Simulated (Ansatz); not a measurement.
## Structural relaxation of a frame of liquid (K,Li)2CO3 from 1100 K (108 atoms)

Aim: bring a frame of liquid (K,Li)2CO3 from 1100 K (108 atoms) to a nearby minimum of the energy and see what moves.

Method: Kohn-Sham DFT, PBE, PAW (set soft_2), plane waves, in Ansatz 0.2.0.

Most raw output is cut from this account.

## (1) The starting structure

The cell holds 108 atoms: 18 C, 54 O, 14 K and 22 Li. Its edges and angles: a = 11.691 Å, b = 11.691 Å, c = 11.691 Å, α = 90.0°, β = 90.0°, γ = 90.0°. 14 K+, 22 Li+, 18 CO3 2- placed at random, at 1.85 g/cm³; overlaps pushed apart, then 10 ps at 1500 K with harmonic planar carbonate ions with charges +1 on C and -1 on O; Joung-Cheatham ions (J. Phys. Chem. B 112, 9020 (2008)); charges of ions scaled by 0.8. Snapshot after 20 ps at 1100 K and fixed volume. The starting density is a measured one.

What the set-up can't give: The network of bonds at the start is that of the classical potential that made the cell. Only the Γ point is sampled, in a cell whose shortest periodic width is 12 Å.

## (2) Single point at the start

A single point comes first, to see the forces before anything moves.

File input.yaml:

```yaml
crystal:
  lattice:
    - [11.69092, 0.0, 0.0]
    - [0.0, 11.69092, 0.0]
    - [0.0, 0.0, 11.69092]
  atoms:
    - { symbol: C, position: [0.37112, 0.16729, 0.03039] }
    - { symbol: O, position: [0.47991, 0.16554, 0.05724] }
    - { symbol: O, position: [0.33279, 0.08017, 0.00435] }
    - { symbol: O, position: [0.30507, 0.25207, 0.04396] }
    - { symbol: C, position: [0.23825, 0.68208, 0.62662] }
    - { symbol: O, position: [0.20613, 0.66322, 0.72339] }
    - { symbol: O, position: [0.27683, 0.77679, 0.60659] }
    - { symbol: O, position: [0.22462, 0.61514, 0.55491] }
    - { symbol: C, position: [0.28715, 0.12262, 0.73134] }
    - { symbol: O, position: [0.36682, 0.2059, 0.71319] }
    - { symbol: O, position: [0.18826, 0.14487, 0.78113] }
    - { symbol: O, position: [0.31193, 0.03469, 0.68348] }
    - { symbol: C, position: [0.58976, 0.97001, 0.5466] }
    - { symbol: O, position: [0.51796, 0.97969, 0.47146] }
    - { symbol: O, position: [0.54985, 0.89055, 0.61644] }
    - { symbol: O, position: [0.6987, 0.96188, 0.52787] }
    - { symbol: C, position: [0.73342, 0.28164, 0.21653] }
    - { symbol: O, position: [0.812, 0.31264, 0.28353] }
    - { symbol: O, position: [0.71689, 0.33063, 0.11913] }
    - { symbol: O, position: [0.66686, 0.19367, 0.23805] }
    - { symbol: C, position: [0.59162, 0.89276, 0.04122] }
    - { symbol: O, position: [0.67377, 0.94091, 0.01419] }
    - { symbol: O, position: [0.54615, 0.94791, 0.12049] }
    - { symbol: O, position: [0.53194, 0.83691, 0.96631] }
    - { symbol: C, position: [0.02219, 0.08764, 0.19123] }
    - { symbol: O, position: [0.04633, 0.03273, 0.28062] }
    - { symbol: O, position: [0.94674, 0.14882, 0.17756] }
    - { symbol: O, position: [0.09183, 0.07717, 0.10844] }
    - { symbol: C, position: [0.07703, 0.47392, 0.08901] }
    - { symbol: O, position: [0.03311, 0.3795, 0.10474] }
    - { symbol: O, position: [0.10279, 0.53025, 0.9938] }
    - { symbol: O, position: [0.13456, 0.51377, 0.17419] }
    - { symbol: C, position: [0.32331, 0.78124, 0.29151] }
    - { symbol: O, position: [0.38723, 0.80396, 0.37295] }
    - { symbol: O, position: [0.27134, 0.85528, 0.22408] }
    - { symbol: O, position: [0.29155, 0.68626, 0.2845] }
    - { symbol: C, position: [0.97153, 0.93373, 0.66072] }
    - { symbol: O, position: [0.01654, 0.0244, 0.6141] }
    - { symbol: O, position: [0.89162, 0.95913, 0.73227] }
    - { symbol: O, position: [0.02732, 0.8343, 0.64446] }
    - { symbol: C, position: [0.34305, 0.35361, 0.31614] }
    - { symbol: O, position: [0.34844, 0.40002, 0.41131] }
    - { symbol: O, position: [0.42843, 0.35713, 0.2536] }
    - { symbol: O, position: [0.2411, 0.31388, 0.28194] }
    - { symbol: C, position: [0.87184, 0.77547, 0.27344] }
    - { symbol: O, position: [0.88231, 0.84993, 0.20672] }
    - { symbol: O, position: [0.94348, 0.77089, 0.36149] }
    - { symbol: O, position: [0.78702, 0.70566, 0.25367] }
    - { symbol: C, position: [0.17957, 0.80805, 0.95184] }
    - { symbol: O, position: [0.09372, 0.78685, 0.01356] }
    - { symbol: O, position: [0.27472, 0.76368, 0.95791] }
    - { symbol: O, position: [0.17424, 0.87869, 0.8701] }
    - { symbol: C, position: [0.98332, 0.46728, 0.58339] }
    - { symbol: O, position: [0.98007, 0.40126, 0.49908] }
    - { symbol: O, position: [0.92767, 0.56216, 0.57344] }
    - { symbol: O, position: [0.05432, 0.4598, 0.65598] }
    - { symbol: C, position: [0.81481, 0.64406, 0.88384] }
    - { symbol: O, position: [0.83302, 0.60774, 0.98939] }
    - { symbol: O, position: [0.74395, 0.58177, 0.83008] }
    - { symbol: O, position: [0.8885, 0.68374, 0.8236] }
    - { symbol: C, position: [0.43469, 0.51397, 0.942] }
    - { symbol: O, position: [0.39553, 0.55694, 0.8453] }
    - { symbol: O, position: [0.39458, 0.54673, 0.03388] }
    - { symbol: O, position: [0.5239, 0.43946, 0.96105] }
    - { symbol: C, position: [0.70649, 0.24882, 0.74385] }
    - { symbol: O, position: [0.69739, 0.14831, 0.76603] }
    - { symbol: O, position: [0.65888, 0.33223, 0.8048] }
    - { symbol: O, position: [0.75677, 0.25319, 0.65009] }
    - { symbol: C, position: [0.59968, 0.55529, 0.50892] }
    - { symbol: O, position: [0.64675, 0.58774, 0.59859] }
    - { symbol: O, position: [0.52625, 0.61935, 0.44882] }
    - { symbol: O, position: [0.64622, 0.48106, 0.43925] }
    - { symbol: K, position: [0.11814, 0.89061, 0.43048] }
    - { symbol: K, position: [0.32904, 0.07553, 0.26993] }
    - { symbol: K, position: [0.83703, 0.54015, 0.36368] }
    - { symbol: K, position: [0.61652, 0.66419, 0.07881] }
    - { symbol: K, position: [0.24941, 0.39418, 0.61428] }
    - { symbol: K, position: [0.5661, 0.72055, 0.78124] }
    [... 24 atom lines left out ...]
    - { symbol: Li, position: [0.15516, 0.97391, 0.72729] }
    - { symbol: Li, position: [0.54997, 0.33374, 0.12126] }
    - { symbol: Li, position: [0.02313, 0.67891, 0.65945] }
    - { symbol: Li, position: [0.88053, 0.31382, 0.11412] }
    - { symbol: Li, position: [0.27777, 0.69559, 0.11291] }
    - { symbol: Li, position: [0.5104, 0.31394, 0.8073] }
kpoints:
  mp_grid: { grid: [1, 1, 1] }
hamiltonian:
  xc: pbe
scf:
  occupations: { method: gaussian, width: 0.025 }
output:
  forces: true
  stress: true
  populations: intrinsic
  dos:
    method: { smearing: { sigma: 0.08 } }
    de: 0.1
    projected: { site_lists: { C: [C], K: [K], Li: [Li], O: [O] } }
  eigenvalues: true
```

Launch:

```bash
$ ansatz run input.yaml --threads 4 --pin off --max-ram 8192MiB --backend cpu --events-out ev --progress --plain --runs-dir out
```

The job ended after 27 s (4 threads of Arm Neoverse V1, shared host; peak memory 2.1 GiB).

The run gave:

| Property | Result |
| --- | --- |
| free energy | -61225.5846 eV |
| free energy per atom | -566.9036 eV/atom |
| SCF cycles | 10 |
| pressure | 6.717 GPa |
| r.m.s. force component | 2.737 eV/Å |
| longest force | 13.8 eV/Å |
| Fermi energy | 4.029 eV |
| gap (highest filled to lowest empty level) | 1.825 eV |

The r.m.s. force component of 2.7 eV/Å and the pressure of 6.7 GPa set the starting point.

Length of the force by element:

```csv
element,coordination,atoms,mean length of the force (eV/Å),spread,least,most
C,all,18,5.36,2.30,1.25,10.0
K,all,14,0.685,0.215,0.377,1.19
Li,all,22,0.871,0.345,0.272,1.94
O,all,54,4.68,3.35,0.220,13.8
```

## (3) Relaxation

The atoms are relaxed in the fixed cell, aiming at the force tolerance of the input.

input.yaml, the sections that differ from step 2:

```yaml
output:
  forces: true
relax:
  f_tol: 0.05
  max_steps: 200
# crystal, kpoints, hamiltonian, scf: as in step 2
```

Wall time 10 min (4 threads); peak memory 2 GiB; 38 min of CPU time.

The steps of the relaxation (22 of 46):

```csv
step,energy less that of the first step (eV),largest force component (eV/Å)
1,0.0000,12.6049
3,-18.1774,2.5600
5,-22.6797,0.9676
7,-24.3840,0.6139
10,-25.3303,0.5173
12,-25.6583,0.1874
14,-25.8329,0.2592
16,-25.9739,0.4125
18,-26.0641,0.3218
20,-26.1274,0.1191
22,-26.1985,0.5394
25,-26.2830,0.2800
27,-26.3142,0.0768
29,-26.3398,0.2182
31,-26.3845,0.4986
33,-26.5635,0.4963
35,-26.6528,0.1651
37,-26.7084,0.5505
40,-26.8006,0.1957
42,-26.8216,0.0567
44,-26.8232,0.1400
46,-26.8248,0.0237
```

Relaxation step 43 was tried and not accepted.

The atoms that moved most (Å):

```csv
atom,dx,dy,dz,length
Li101,0.084,-2.324,1.265,2.647
O66,0.417,1.600,1.092,1.982
Li104,0.937,-0.525,-1.367,1.739
O11,0.489,1.064,-1.239,1.705
Li103,0.224,1.265,-0.712,1.469
K85,-0.655,0.936,0.728,1.354
O32,0.925,-0.604,-0.772,1.348
Li90,1.124,0.233,-0.622,1.306
```

The relaxation changed the energy by -248 meV/atom, and atoms moved by 0.84 Å r.m.s., 2.6 Å at most.

## (4) Distances and neighbours after relaxation

Bonds before and after, by the cutoffs listed below:

```csv
pair,bonds before,bonds after,mean before (Å),mean after (Å),spread before (Å),spread after (Å)
O-Li,73,87,2.082,1.991,0.140,0.077
O-C,54,54,1.265,1.299,0.057,0.011
O-K,75,86,2.850,2.853,0.221,0.162
```

Density 1.85 g/cm³, 14.80 Å³ an atom.

Pair distribution functions g(r), in bins of 0.2 Å:

```csv
r (Å),total,O-O,O-Li,O-C,O-K,Li-Li,Li-C
1.20,1.81,0.00,0.00,10.85,0.00,0.00,0.00
1.40,1.68,0.00,0.00,10.05,0.00,0.00,0.00
1.60,0.00,0.00,0.00,0.00,0.00,0.00,0.00
1.80,0.38,0.00,1.84,0.00,0.00,0.00,0.00
2.00,1.84,0.00,9.04,0.00,0.00,0.00,0.00
2.20,1.46,4.66,0.94,0.00,0.00,0.00,1.58
2.40,0.25,0.00,0.18,0.00,0.00,0.00,3.15
2.60,0.44,0.00,0.00,0.00,1.81,1.99,1.87
2.80,1.09,0.27,0.27,0.08,4.62,2.05,4.05
3.00,0.89,0.91,0.40,0.07,1.79,1.18,3.19
3.20,1.08,1.46,0.78,0.43,0.75,1.02,1.11
3.40,0.95,1.17,0.88,0.62,0.44,1.63,0.42
3.60,1.17,1.11,1.65,0.91,0.71,0.42,0.50
3.80,1.02,0.85,1.19,1.35,0.58,1.47,0.11
4.00,1.07,0.87,1.40,1.44,0.90,0.99,0.21
4.20,0.90,0.54,0.91,1.26,1.14,0.59,0.27
4.40,1.04,0.77,0.69,1.97,1.38,0.54,0.25
4.60,0.92,1.14,0.58,0.90,1.24,0.75,0.15
4.80,0.98,1.08,0.85,1.05,1.06,0.45,0.91
5.00,0.98,1.25,0.81,0.86,1.05,1.38,0.96
5.20,1.06,1.43,0.77,0.89,0.80,1.57,1.59
5.40,1.02,1.16,0.75,1.25,0.66,1.53,1.32
5.60,1.08,1.17,1.12,1.03,0.86,1.18,1.33
```

Bonds by pair of elements; cutoffs follow the first minimum of g(r), held within bounds set by covalent radii, and pairs that aren't listed don't count as bonded:

```csv
pair A-B,cutoff (Å),bonds,mean length (Å),spread (Å),shortest (Å),B about A,A about B
O-Li,2.33,87,1.99,0.077,1.80,1.61,3.96
O-C,1.73,54,1.30,0.011,1.27,1,3
O-K,3.33,86,2.85,0.162,2.58,1.59,6.14
```

How many atoms have how many bonded neighbours:

```csv
element,mean,3,4,5,6,7,8
C,3,18,0,0,0,0,0
K,6.14,0,0,4,6,2,2
Li,3.96,3,17,2,0,0,0
O,4.20,3,37,14,0,0,0
```

Bond angles, per cent of each kind in bins of 5°:

```csv
angle (°),O-K-O,O-Li-O,K-O-Li,C-O-Li,C-O-K
40–45,2.2,0.0,0.0,0.0,0.0
45–50,7.5,0.0,0.0,0.0,0.0
50–55,0.4,0.0,0.0,0.0,0.0
55–60,1.3,0.0,0.0,0.0,0.0
60–65,0.9,2.3,0.0,0.0,0.0
65–70,5.7,9.2,0.0,0.0,0.0
70–75,7.0,0.8,0.9,0.0,1.2
75–80,6.6,0.0,5.5,1.1,3.5
80–85,5.3,0.8,12.8,10.3,9.3
85–90,6.1,4.6,16.5,21.8,10.5
90–95,7.0,4.6,14.7,4.6,12.8
95–100,5.3,6.9,7.3,1.1,15.1
100–105,5.7,13.0,3.7,4.6,7.0
105–110,7.0,13.7,6.4,2.3,4.7
110–115,4.4,7.6,5.5,4.6,4.7
115–120,3.1,6.1,3.7,9.2,7.0
120–125,4.4,6.9,2.8,9.2,5.8
125–130,1.3,6.9,2.8,8.1,0.0
130–135,1.3,1.5,2.8,3.5,4.7
135–140,5.3,6.9,1.8,3.5,7.0
140–145,1.8,3.0,4.6,2.3,1.2
145–150,2.2,2.3,1.8,5.8,1.2
150–155,1.8,0.8,2.8,4.6,1.2
155–160,2.2,1.5,0.0,2.3,2.3
160–165,2.6,0.8,0.0,0.0,1.2
165–170,0.9,0.0,1.8,0.0,0.0
170–175,0.9,0.0,0.9,0.0,0.0
175–180,0.0,0.0,0.9,1.1,0.0
```

Bond angles (no mean is given where the spread exceeds 20°):

```csv
angle,count,mean (°),spread (°)
O-K-O,228,-,-
O-Li-O,131,-,-
K-O-Li,109,-,-
C-O-Li,87,-,-
C-O-K,86,-,-
```

Bond length by coordination (bonds to H left out):

```csv
element,coordination,atoms,mean bond length (Å)
K,5,4,2.79
K,6,6,2.82
K,7,2,2.97
K,8,2,2.89
Li,3,3,1.89
Li,4,17,1.99
Li,5,2,2.06
O,3,3,1.88
O,4,37,2.10
O,5,14,2.30
```

With the cutoffs above, all C atoms have 3, 43 % of K atoms have 6, 77 % of Li atoms have 4 and 69 % of O atoms have 4 bonded neighbours.

(Part 1 of 2 ends here.)

[Logs are printed without paths, hosts, clocks, repeated set-up lines and the standing remarks that a program may print on its own settings, such as how far it seeks lower states.]

[Hosts, paths, dates, database ids (printed as entryN), source tags and the programs' standing remarks are cut or masked in the printed files.]
